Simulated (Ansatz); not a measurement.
# LaGaO3 (Pm-3m): from the cell to its phonons

Task: relax LaGaO3 (Pm-3m), then find its harmonic phonons.

Program: Ansatz 0.2.0. Level of theory: DFT PBEsol, scalar-relativistic, plane waves, PAW; PAW set soft_1. Results are calculated unless marked as measured.

Most raw output is cut from this account.

## Step 1: Starting point

The structure is cubic, space group Pm-3m (No. 221). The conventional cell has a = 3.913 Å, b = 3.913 Å, c = 3.913 Å, α = 90.00°, β = 90.00°, γ = 90.00°. Nearest to La lie 12 O at 2.77 Å. Nearest to Ga lie 6 O at 1.96 Å. O has 2 Ga at 1.96 Å and 4 La at 2.77 Å nearest. Farther neighbours and most contacts between anions are not listed.

## Step 2: Bringing the structure to rest

Harmonic phonons are second derivatives at a point where the forces vanish, and they are wanted at zero stress, so atoms and cell are relaxed first.

input.yaml

```yaml
crystal:
  lattice:
    - [3.913456, 0.0, 0.0]
    - [0.0, 3.913456, 0.0]
    - [0.0, 0.0, 3.913456]
  atoms:
    - { symbol: La, position: [0.5, 0.5, 0.5] }
    - { symbol: Ga, position: [0.0, 0.0, 0.0] }
    - { symbol: O, position: [0.0, 0.5, 0.0] }
    - { symbol: O, position: [0.0, 0.0, 0.5] }
    - { symbol: O, position: [0.5, 0.0, 0.0] }
kpoints:
  mp_grid: { grid: [6, 6, 6] }
hamiltonian:
  xc: pbesol
  pseudopotentials: { kind: paw, azcp: { folder: soft_1 }, xc_functional: pbe }
scf:
  occupations: { method: gaussian, width: 0.02 }
output:
  forces: true
  stress: true
  eigenvalues: true
relax:
  adjacent_minimum: "off"
  f_tol: 0.005
  max_steps: 80
  cell: { stress_tol: 0.05 }
```

Run with:

```
$ ansatz run input.yaml --threads 4 --pin off --max-ram 10240MiB --backend cpu --events-out ev --progress --plain --runs-dir out
```

Run time: 4.7 s. Hardware: 4 threads of Arm Neoverse V1, shared host; peak memory 0.39 GiB.

Relaxation path:

| step | energy less that of the first step (eV) | largest force component (eV/Å) | pressure (GPa) | volume (Å³) |
| --- | --- | --- | --- | --- |
| 1 | 0.0000 | 0.0000 | -6.69 | 59.94 |
| 2 | -0.0515 | 0.0000 | -0.54 | 57.94 |
| 3 | -0.0522 | 0.0000 | 0.03 | 57.77 |
| 4* | -0.0475 | 0.0000 | -0.11 | 57.77 |
| 5 | -0.0476 | 0.0000 | 0.00 | 57.74 |
| 6* | -0.0475 | 0.0000 | 0.00 | 57.74 |

Relaxation steps marked * repeat the geometry before them on a plane-wave basis chosen anew for their cell, so energy and pressure can jump there.

The run keeps the 48 symmetry operations that it works with, so distortions that break them were not tested.

| conventional cell, symmetrised | before | after | change |
| --- | --- | --- | --- |
| a (Å) | 3.913 | 3.865 | -1.2 % |
| b (Å) | 3.913 | 3.865 | -1.2 % |
| c (Å) | 3.913 | 3.865 | -1.2 % |
| volume (Å³/atom) | 11.99 | 11.55 | -3.7 % |

Numbers from this step:

* pressure: -0.001319 GPa
* gap on the k-mesh: 3.347 eV
* volume per atom: 11.55 Å³
* direct gap on mesh: 3.577 eV

In this step the volume went from 11.99 to 11.55 Å³/atom.

## Step 3: Tight relaxation

Phonons need a cell at rest on their own settings, so the relaxation is repeated with tight tolerances on forces and stress on the k mesh and occupations of the first response run.

input.yaml, the sections that differ from step 2:

```yaml
crystal:
  lattice:
    - [3.8649841263, 0.0, 0.0]
    - [0.0, 3.8649841263, 0.0]
    - [0.0, 0.0, 3.8649841263]
  atoms:
    - { symbol: La, position: [0.5, 0.5, 0.5] }
    - { symbol: Ga, position: [0.0, 0.0, 0.0] }
    - { symbol: O, position: [0.0, 0.5, 0.0] }
    - { symbol: O, position: [0.0, 0.0, 0.5] }
    - { symbol: O, position: [0.5, 0.0, 0.0] }
kpoints:
  mp_grid: { grid: [8, 8, 8] }
scf:
  occupations: { method: fixed }
relax:
  adjacent_minimum: "off"
  f_tol: 0.001
  max_steps: 60
  cell: { stress_tol: 0.01 }
# hamiltonian, output: as in step 2
```

Run time: 2.7 s. Hardware: 4 threads; peak memory 0.41 GiB.

Little changed from the start: no atom moved by 0.005 Å and no cell edge by 0.1 %.

Numbers from this step:

* pressure: -0.001643 GPa

The forces vanish by symmetry and the pressure is -0.002 GPa, within the tolerances set. The cell now holds 11.55 Å³/atom.

## Step 4: Zone-centre response

The zone centre comes first: it holds the modes that light can see, as far as symmetry allows. The response to a homogeneous field gives the Born charges and the dielectric tensor, and its change with displacement the Raman tensors.

Changes to input.yaml since step 3:

```diff
@@ -19,9 +19,7 @@
 output:
-  forces: true
-  stress: true
   eigenvalues: true
-relax:
-  adjacent_minimum: "off"
-  f_tol: 0.001
-  max_steps: 60
-  cell: { stress_tol: 0.01 }
+phonons:
+  method: dfpt
+  dielectric: true
+  rigid_motions: translations
+  raman: true
```

Elapsed: 2.5 min, on 4 threads; peak memory 1.4 GiB; 9.8 min of CPU time.

This step gave:

| Property | Result |
| --- | --- |
| sum-rule residual before enforcement | 4.71e-5 eV/Å² |
| miss of the charge sum rule | 5.83e-6 e |
| point group | m-3m |
| highest optical mode at the zone centre (no LO-TO term) | 653.7 cm⁻¹ |
| lowest optical zone-centre mode | 66.92 cm⁻¹ |
| mean high-frequency dielectric constant | 5.266 |
| largest Born charge (third of the trace) | 4.482 e |
| mean static dielectric constant | 144.1 |
| top of the zone-centre spectrum with the field | 712.7 cm⁻¹ |

Without the LO-TO term. Patterns of degenerate modes are one choice out of their space. Modes at Γ, with each element's share of the kinetic energy:

| mode | frequency (cm⁻¹) | symmetry | La % | Ga % | O % |
| --- | --- | --- | --- | --- | --- |
| 1 | 0.0 | acoustic | 54 | 27 | 19 |
| 2 | 0.0 | acoustic | 54 | 27 | 19 |
| 3 | 0.0 | acoustic | 54 | 27 | 19 |
| 4 | 66.9 | T1u | 41 | 13 | 46 |
| 5 | 66.9 | T1u | 41 | 13 | 46 |
| 6 | 66.9 | T1u | 41 | 13 | 46 |
| 7 | 175.5 | T2u | 0 | 0 | 100 |
| 8 | 175.5 | T2u | 0 | 0 | 100 |
| 9 | 175.5 | T2u | 0 | 0 | 100 |
| 10 | 250.7 | T1u | 4 | 53 | 42 |
| 11 | 250.7 | T1u | 4 | 53 | 42 |
| 12 | 250.7 | T1u | 4 | 53 | 42 |
| 13 | 653.7 | T1u | 0 | 6 | 94 |
| 14 | 653.7 | T1u | 0 | 6 | 94 |
| 15 | 653.7 | T1u | 0 | 6 | 94 |

Displacements in mode 6 (66.9 cm⁻¹), the largest set to 1:
```
La1 -0.07  0.50 -0.25
Ga2  0.06 -0.39  0.20
O3   0.15 -0.60  0.51
O4   0.15 -1.00  0.30
O5   0.09 -1.00  0.51
```

Displacements in mode 7 (175.5 cm⁻¹), the largest set to 1:
```
La1  0.00  0.00  0.00
Ga2  0.00  0.00  0.00
O3  -0.05  0.00 -1.00
O4   0.05  0.21  0.00
O5   0.00 -0.21  1.00
```

Optical modes at the zone centre, without and with the macroscopic field of the longitudinal modes; each column is sorted by frequency, so a row need not hold one and the same mode. Modes with and without the field, by row:

| rank among optical modes | no field (cm⁻¹) | q along (1, 0, 0) (cm⁻¹) |
| --- | --- | --- |
| 1 | 66.9 | 66.9 |
| 2 | 66.9 | 66.9 |
| 3 | 66.9 | 175.5 |
| 4 | 175.5 | 175.5 |
| 5 | 175.5 | 175.5 |
| 6 | 175.5 | 178.4 |
| 7 | 250.7 | 250.7 |
| 8 | 250.7 | 250.7 |
| 9 | 250.7 | 451.1 |
| 10 | 653.7 | 653.7 |
| 11 | 653.7 | 653.7 |
| 12 | 653.7 | 712.7 |

Born charge (rows field, columns displacement) (e), principal values of the symmetric part by kind of site:

| atom | atoms with these values | low | middle | high | mean |
| --- | --- | --- | --- | --- | --- |
| La1 | 1 | 4.48 | 4.48 | 4.48 | 4.48 |
| Ga2 | 1 | 3.22 | 3.22 | 3.22 | 3.22 |
| O3 | 3 | -2.81 | -2.45 | -2.45 | -2.57 |

In full for La1:

```
4.48 0.00 0.00
0.00 4.48 0.00
0.00 0.00 4.48
```

High-frequency dielectric tensor:

```
5.27 0.00 0.00
0.00 5.27 0.00
0.00 0.00 5.27
```

Static dielectric tensor (ions relaxed, fixed cell):

```
144.1   0.0   0.0
  0.0 144.1   0.0
  0.0   0.0 144.1
```

Transverse modes. Lines of the infrared spectrum (strongest = 100):

| position (cm⁻¹) | label | relative intensity |
| --- | --- | --- |
| 67 | T1u | 100 |
| 176 | T2u | 0.0 |
| 251 | T1u | 82 |
| 654 | T1u | 42 |

Before it was imposed, the acoustic sum rule was missed by 4.7e-5 eV/Å² and the charge sum rule by 5.8e-6 e. Small misses are needed for a sound result but don't prove that mesh and cutoff are converged. The lowest optical mode is real, 66.9 cm⁻¹.

## Step 5: Phonons on a q mesh

Stability and thermal properties need the whole zone. Linear response on a 4×4×4 q mesh gives force constants as far as a supercell of that size would, and the tensors from the zone-centre run are typed in so that the long-range dipole term is interpolated apart.

input.yaml, the sections that differ from step 4:

```yaml
phonons:
  method: dfpt
  qmesh: [4, 4, 4]
  temperatures: { t_max: 1000, t_step: 50 }
  qpath:
    path:
      - [[0.0, 0.0, 0.0], [0.0, 0.5, 0.0], [0.5, 0.5, 0.0], [0.0, 0.0, 0.0], [0.5, 0.5, 0.5], [0.0, 0.5, 0.0]]
      - [[0.5, 0.5, 0.5], [0.5, 0.5, 0.0]]
    npoints: 10
  non_analytic_term:
    high_frequency_dielectric_tensor: [[5.2665, 0.0, 0.0], [0.0, 5.2665, 0.0], [0.0, 0.0, 5.2665]]
    born_effective_charges:
      - { species: La, tensor: [[4.4818, 0.0, 0.0], [0.0, 4.4818, 0.0], [0.0, 0.0, 4.4818]] }
      - { species: Ga, tensor: [[3.224, 0.0, 0.0], [0.0, 3.224, 0.0], [0.0, 0.0, 3.224]] }
      - { species: O, tensor: [[-2.4474, 0.0, 0.0], [0.0, -2.8111, 0.0], [0.0, 0.0, -2.4474]] }
      - { species: O, tensor: [[-2.4474, 0.0, 0.0], [0.0, -2.4474, 0.0], [0.0, 0.0, -2.8111]] }
      - { species: O, tensor: [[-2.8111, 0.0, 0.0], [0.0, -2.4474, 0.0], [0.0, 0.0, -2.4474]] }
    source: "zone-centre run at this cell"
# crystal, kpoints, hamiltonian, scf, output: as in step 4
```

It took 13 min on 4 threads; peak memory 2.3 GiB; 50 min of CPU time.

This step gave:

```yaml
sum_rule_residual_before_enforcement: 3.76e-5 eV/Å²
lowest_frequency_on_the_path: -213.0 cm⁻¹
highest_frequency_on_the_path_or_at_a_solved_wavevector: 789.6 cm⁻¹
lowest_mode_on_the_q_mesh_acoustic_modes_at_gamma_apart: -213.0 cm⁻¹
```

Frequencies (cm⁻¹) solved at each irreducible wavevector; negative means imaginary. Frequencies by wavevector, by row:

| q in reciprocal lattice units | star | mode 1 | mode 2 | mode 3 | mode 4 | mode 13 | mode 14 | mode 15 |
| --- | --- | --- | --- | --- | --- | --- | --- | --- |
| 0 0 0 | 1 | 0 | 0 | 0 | 66.9 | 653.7 | 653.7 | 653.7 |
| 0 0 0.25 | 6 | 49.5 | 49.5 | 111 | 111 | 653.5 | 653.5 | 703.4 |
| 0 0 -0.5 | 3 | 57.3 | 57.3 | 142 | 142 | 653.4 | 653.4 | 690.8 |
| 0 0.25 0.25 | 12 | 45.6 | 56.1 | 71.6 | 121.2 | 590.4 | 653.2 | 736.1 |
| 0 0.25 -0.5 | 12 | -54.5 | 59.3 | 78.3 | 120.6 | 558.2 | 652.9 | 739.6 |
| 0 -0.5 -0.5 | 3 | -175 | 59.6 | 73.2 | 73.2 | 491.1 | 652.4 | 752.2 |
| 0.25 0.25 0.25 | 8 | -53.9 | 60.4 | 60.4 | 86.5 | 588.4 | 588.4 | 762.1 |
| 0.25 0.25 -0.5 | 12 | -113.7 | 22.6 | 68 | 79.1 | 541.4 | 586.3 | 768.9 |
| 0.25 -0.5 -0.5 | 6 | -194.5 | -89.6 | -89.6 | 81.5 | 488.5 | 566.3 | 779.3 |
| -0.5 -0.5 -0.5 | 1 | -213 | -213 | -213 | 94.4 | 485.8 | 485.8 | 789.6 |

Interpolated from a 4×4×4 q mesh, with the LO-TO term (at Γ the limit along the path; where Γ stands inside the path, tables give the limit on arrival). Phonon branches along the path, in cm⁻¹:

| point | branch 1 | branch 2 | branch 3 | branch 4 | branch 12 | branch 13 | branch 14 | branch 15 |
| --- | --- | --- | --- | --- | --- | --- | --- | --- |
| Γ | 0 | 0 | 0 | 67 | 451 | 654 | 654 | 713 |
| halfway | 50 | 50 | 111 | 111 | 452 | 654 | 654 | 703 |
| X | 57 | 57 | 142 | 142 | 456 | 653 | 653 | 691 |
| halfway | -54 | 59 | 78 | 121 | 446 | 558 | 653 | 740 |
| M | -175 | 60 | 73 | 73 | 438 | 491 | 652 | 752 |
| halfway | 46 | 56 | 72 | 121 | 449 | 590 | 653 | 736 |
| Γ | 0 | 0 | 0 | 67 | 451 | 654 | 654 | 713 |
| halfway | -54 | 60 | 60 | 86 | 438 | 588 | 588 | 762 |
| R | -213 | -213 | -213 | 94 | 374 | 486 | 486 | 790 |
| halfway | -114 | 23 | 68 | 79 | 427 | 541 | 586 | 769 |
| X | 57 | 57 | 142 | 142 | 456 | 653 | 653 | 691 |
| jump to R | -213 | -213 | -213 | 94 | 374 | 486 | 486 | 790 |
| halfway | -194 | -90 | -90 | 82 | 409 | 488 | 566 | 779 |
| M | -175 | 60 | 73 | 73 | 438 | 491 | 652 | 752 |

The phonon density of states has structure finer than the step of the table below, so its rows give means over 25 cm⁻¹, whole bins alone (the curve runs from -215 to 795 cm⁻¹). Peaks (cm⁻¹: height): 55.0: 0.0644, 95.0: 0.0467, 225.0: 0.0305, 255.0: 0.0532, 445.0: 0.0338, 645.0: 0.0307, 755.0: 0.0178.

Tetrahedra on a 16×16×16 mesh, mean over bins of 10 cm-1. Interpolated from a 4×4×4 q mesh. Phonon density of states against wavenumber; means over each step:

wavenumber (cm⁻¹), phonon density of states (1/cm⁻¹/cell) and a bar:
```
     -200     0.0022 #
     -175     0.0052 ###
     -150     0.0059 ####
     -125     0.0054 ###
     -100     0.0046 ###
      -75     0.0039 ##
      -50     0.0031 ##
      -25     0.0028 #
        0     0.0030 ##
       25     0.0046 ###
       50     0.0349 #########################
       75     0.0419 ##############################
      100     0.0383 ###########################
      125     0.0303 #####################
      150     0.0247 #################
      175     0.0216 ###############
      200     0.0196 ##############
      225     0.0272 ###################
      250     0.0380 ###########################
      275     0.0402 #############################
      300     0.0342 ########################
      325     0.0225 ################
      350     0.0211 ###############
      375     0.0050 ###
      400     0.0031 ##
      425     0.0118 ########
      450     0.0233 ################
      475     0.0017 #
      500     0.0060 ####
      525     0.0077 #####
      550     0.0085 #####
      575     0.0095 ######
      600     0.0112 #######
      625     0.0155 ###########
      650     0.0201 ##############
      675     0.0010 
      700     0.0022 #
      725     0.0104 #######
      750     0.0164 ###########
      775     0.0100 #######
```

The partial phonon density of states has structure finer than the step of the table below, so its rows give means over 25 cm⁻¹, whole bins alone (the curve runs from -220 to 823 cm⁻¹). Peaks (cm⁻¹: height): Ga 219.1: 0.0127, 258.5: 0.0204, 448.8: 0.00312; La 61.6: 0.0553; O -154.9: 0.00653, 166.6: 0.0159, 258.5: 0.0243, 448.8: 0.0261, 645.7: 0.0251, 750.7: 0.0166.

Phonopy on the run's constants, 15x15x15 mesh, Gaussian sigma 7.5 cm-1. Interpolated from a 4×4×4 q mesh. Table of partial phonon density of states by wavenumber; means over each step; values in 1/cm⁻¹/cell:

| wavenumber (cm⁻¹) | Ga | La | O |
| --- | --- | --- | --- |
| -200 | 4.0e-6 | 0 | 0.00250 |
| -175 | 1.4e-5 | 4.6e-6 | 0.00522 |
| -150 | 3.7e-5 | 2.4e-5 | 0.00614 |
| -125 | 4.1e-5 | 4.5e-5 | 0.00492 |
| -100 | 5.9e-5 | 1.7e-4 | 0.00490 |
| -75 | 8.7e-5 | 2.5e-4 | 0.00520 |
| -50 | 4.5e-5 | 1.9e-4 | 0.00190 |
| -25 | 1.7e-5 | 9.8e-5 | 6.1e-4 |
| 0 | 2.1e-5 | 7.9e-5 | 6.1e-4 |
| 25 | 2.3e-4 | 0.00178 | 0.00147 |
| 50 | 7.9e-4 | 0.0318 | 0.00478 |
| 75 | 0.00166 | 0.0362 | 0.00738 |
| 100 | 0.00395 | 0.0217 | 0.0112 |
| 125 | 0.00505 | 0.0126 | 0.0121 |
| 150 | 0.00585 | 0.00496 | 0.0135 |
| 175 | 0.00646 | 0.00199 | 0.0131 |
| 200 | 0.00901 | 6.4e-4 | 0.0114 |
| 225 | 0.0113 | 3.5e-4 | 0.0142 |
| 250 | 0.0176 | 5.9e-4 | 0.0209 |
| 275 | 0.0186 | 0.00101 | 0.0196 |
| 300 | 0.0178 | 0.00131 | 0.0148 |
| 325 | 0.00804 | 0.00145 | 0.0136 |
| 350 | 0.00496 | 0.00139 | 0.0143 |
| 375 | 4.8e-4 | 2.4e-4 | 0.00497 |
| 400 | 1.3e-4 | 7.2e-5 | 0.00309 |
| 425 | 8.5e-4 | 2.3e-4 | 0.0110 |
| 450 | 0.00230 | 4.9e-4 | 0.0199 |
| 475 | 1.6e-4 | 2.9e-5 | 0.00195 |
| 500 | 3.1e-5 | 0 | 0.00599 |
| 525 | 9.5e-5 | 7.9e-6 | 0.00757 |
| 550 | 1.7e-4 | 1.0e-5 | 0.00821 |
| 575 | 2.7e-4 | 1.0e-5 | 0.00905 |
| 600 | 4.3e-4 | 1.0e-5 | 0.0107 |
| 625 | 7.8e-4 | 1.0e-5 | 0.0146 |
| 650 | 0.00118 | 4.6e-6 | 0.0186 |
| 675 | 9.4e-5 | 5.0e-7 | 0.00148 |
| 700 | 1.2e-4 | 2.4e-5 | 0.00234 |
| 725 | 5.2e-4 | 6.5e-5 | 0.00962 |
| 750 | 5.0e-4 | 4.7e-5 | 0.0154 |
| 775 | 2.0e-4 | 9.2e-6 | 0.00972 |
| 800 | 1.4e-5 | 0 | 0.00129 |

Symmetry leaves 10 wavevectors to solve. The lowest mode among them, the acoustic zeros apart, lies at q = (-0.5, -0.5, -0.5) and is imaginary, 213.0i cm⁻¹, so the energy falls along it.

## Step 6: Isotope substitution, element Ga, natural mass 69.723 amu

An isotope changes the mass and not the force constants, so no new electronic calculation is needed; the shifts show which modes move this element.

The same force constants with the mass of Ga changed from 69.723 to 70.925 u (phonopy, no LO-TO term). Both lists are sorted by frequency; levels can cross, so a row need not hold one and the same mode. Modes under 3 cm⁻¹ are left out. Isotope shifts, by row, the first 40 of 57 rows:

| q | rank | natural mass (cm⁻¹) | changed mass (cm⁻¹) |
| --- | --- | --- | --- |
| 0 0 0 | 4 | 66.92 | 66.84 |
| 0 0 0 | 5 | 66.92 | 66.84 |
| 0 0 0 | 6 | 66.92 | 66.84 |
| 0 0 0 | 7 | 175.5 | 175.5 |
| 0 0 0 | 8 | 175.5 | 175.5 |
| 0 0 0 | 9 | 175.5 | 175.5 |
| 0 0 0 | 10 | 250.7 | 249.5 |
| 0 0 0 | 11 | 250.7 | 249.5 |
| 0 0 0 | 12 | 250.7 | 249.5 |
| 0 0 0 | 13 | 653.7 | 653.3 |
| 0 0 0 | 14 | 653.7 | 653.3 |
| 0 0 0 | 15 | 653.7 | 653.3 |
| 0 0 0.25 | 1 | 49.54 | 49.52 |
| 0 0 0.25 | 2 | 49.54 | 49.52 |
| 0 0 0.25 | 3 | 111 | 110.6 |
| 0 0 0.25 | 4 | 111 | 110.6 |
| 0 0 0.25 | 5 | 128.5 | 128.4 |
| 0 0 0.25 | 6 | 205.3 | 205.3 |
| 0 0 0.25 | 7 | 205.3 | 205.3 |
| 0 0 0.25 | 8 | 218.2 | 218.2 |
| 0 0 0.25 | 9 | 223 | 221.7 |
| 0 0 0.25 | 10 | 251.7 | 250.7 |
| 0 0 0.25 | 11 | 251.7 | 250.7 |
| 0 0 0.25 | 12 | 452.3 | 451.9 |
| 0 0 0.25 | 13 | 653.5 | 653.2 |
| 0 0 0.25 | 14 | 653.5 | 653.2 |
| 0 0 0.25 | 15 | 703.4 | 703 |
| 0 0 -0.5 | 1 | 57.32 | 57.32 |
| 0 0 -0.5 | 2 | 57.32 | 57.32 |
| 0 0 -0.5 | 3 | 142 | 141.4 |
| 0 0 -0.5 | 4 | 142 | 141.4 |
| 0 0 -0.5 | 5 | 179.6 | 179.6 |
| 0 0 -0.5 | 6 | 235.5 | 235.5 |
| 0 0 -0.5 | 7 | 235.5 | 235.5 |
| 0 0 -0.5 | 8 | 250.3 | 249.5 |
| 0 0 -0.5 | 9 | 250.3 | 249.5 |
| 0 0 -0.5 | 10 | 250.6 | 250.6 |
| 0 0 -0.5 | 11 | 263.2 | 261.4 |
| 0 0 -0.5 | 12 | 455.7 | 455 |
| 0 0 -0.5 | 13 | 653.4 | 653 |

A mode of this element alone would shift by -0.85 %. The highest zone-centre frequency without the field goes from 653.7 to 653.3 cm⁻¹ (-0.1 %). The product of the frequency ratios over all optical modes at Γ is 0.981; the product rule, (m/m′)^(3k/2) (M′/M)^(3/2) with k = 1 such atoms and M the mass of the cell, gives 0.982.

## Step 7: Isotope substitution, element O, natural mass 15.999 amu

The same for O, from 16.00 to 18.00 u.

The same force constants with the mass of O changed from 15.999 to 17.999 u (phonopy, no LO-TO term). Both lists are sorted by frequency; levels can cross, so a row need not hold one and the same mode. Modes under 3 cm⁻¹ are left out. Isotope shifts, by row, the first 40 of 57 rows:

| q | rank | natural mass (cm⁻¹) | changed mass (cm⁻¹) |
| --- | --- | --- | --- |
| 0 0 0 | 4 | 66.92 | 65.12 |
| 0 0 0 | 5 | 66.92 | 65.12 |
| 0 0 0 | 6 | 66.92 | 65.12 |
| 0 0 0 | 7 | 175.5 | 165.4 |
| 0 0 0 | 8 | 175.5 | 165.4 |
| 0 0 0 | 9 | 175.5 | 165.4 |
| 0 0 0 | 10 | 250.7 | 244.7 |
| 0 0 0 | 11 | 250.7 | 244.7 |
| 0 0 0 | 12 | 250.7 | 244.7 |
| 0 0 0 | 13 | 653.7 | 618.8 |
| 0 0 0 | 14 | 653.7 | 618.8 |
| 0 0 0 | 15 | 653.7 | 618.8 |
| 0 0 0.25 | 1 | 49.54 | 49.5 |
| 0 0 0.25 | 2 | 49.54 | 49.5 |
| 0 0 0.25 | 3 | 111 | 107.3 |
| 0 0 0.25 | 4 | 111 | 107.3 |
| 0 0 0.25 | 5 | 128.5 | 127.6 |
| 0 0 0.25 | 6 | 205.3 | 193.7 |
| 0 0 0.25 | 7 | 205.3 | 193.7 |
| 0 0 0.25 | 8 | 218.2 | 205.7 |
| 0 0 0.25 | 9 | 223 | 221.8 |
| 0 0 0.25 | 10 | 251.7 | 244.5 |
| 0 0 0.25 | 11 | 251.7 | 244.5 |
| 0 0 0.25 | 12 | 452.3 | 429.8 |
| 0 0 0.25 | 13 | 653.5 | 618.6 |
| 0 0 0.25 | 14 | 653.5 | 618.6 |
| 0 0 0.25 | 15 | 703.4 | 666.4 |
| 0 0 -0.5 | 1 | 57.32 | 57.26 |
| 0 0 -0.5 | 2 | 57.32 | 57.26 |
| 0 0 -0.5 | 3 | 142 | 138 |
| 0 0 -0.5 | 4 | 142 | 138 |
| 0 0 -0.5 | 5 | 179.6 | 179.5 |
| 0 0 -0.5 | 6 | 235.5 | 222.3 |
| 0 0 -0.5 | 7 | 235.5 | 222.3 |
| 0 0 -0.5 | 8 | 250.3 | 236.3 |
| 0 0 -0.5 | 9 | 250.3 | 242 |
| 0 0 -0.5 | 10 | 250.6 | 242 |
| 0 0 -0.5 | 11 | 263.2 | 259.9 |
| 0 0 -0.5 | 12 | 455.7 | 435.1 |
| 0 0 -0.5 | 13 | 653.4 | 618.5 |

A mode of this element alone would shift by -5.72 %. The highest zone-centre frequency without the field goes from 653.7 to 618.8 cm⁻¹ (-5.3 %). The product of the frequency ratios over all optical modes at Γ is 0.609; the product rule, (m/m′)^(3k/2) (M′/M)^(3/2) with k = 3 such atoms and M the mass of the cell, gives 0.609.

## Step 8: What came out

```yaml
space_group_after_relaxation_within_0p01_a: Pm-3m
volume_per_atom: 11.5 Å³
gap_on_the_k_mesh: 3.35 eV
highest_optical_mode_at_the_zone_centre_no_lo_to_term: 654 cm⁻¹
top_of_the_zone_centre_spectrum_with_the_field: 713 cm⁻¹
lowest_optical_zone_centre_mode: 66.9 cm⁻¹
mean_high_frequency_dielectric_constant: 5.27
mean_static_dielectric_constant: 144
largest_born_charge_third_of_the_trace: 4.48 e
lowest_mode_on_the_q_mesh_acoustic_modes_at_gamma_apart: -213 cm⁻¹
highest_frequency_on_the_path_or_at_a_solved_wavevector: 790 cm⁻¹
imaginary_modes_on_the_4x4x4_q_mesh: yes
```

What this shows: Modes are clearly imaginary (beyond 10i cm⁻¹) at 6 of the 10 irreducible wavevectors, most at q = (-0.5, -0.5, -0.5) (213.0i cm⁻¹), so this structure is not a minimum of the energy. Without the field, the optical modes at Γ span 67 to 654 cm⁻¹. The highest mode in this list at Γ, 653.7 cm⁻¹, is mostly motion of O (94 % of the kinetic energy). With the macroscopic field of the longitudinal modes the top of the zone-centre spectrum lies at 713 cm⁻¹, against 654 cm⁻¹ without it. Lattice motion raises the mean dielectric constant from 5.266 to 144.1. The strongest infrared line is at 67 cm⁻¹. No mode is Raman active to first order. Spin-orbit coupling is left out, which can matter for the heavy elements here. The PAW files were made for PBE and serve the other functionals too. These are harmonic frequencies at zero temperature: anharmonic shifts, linewidths and thermal expansion are left out.

[Logs are printed without paths, hosts, clocks, repeated set-up lines and the standing remarks that a program may print on its own settings, such as how far it seeks lower states.]

[Hosts, paths, dates, database ids (printed as entryN), source tags and the programs' standing remarks are cut or masked in the printed files.]
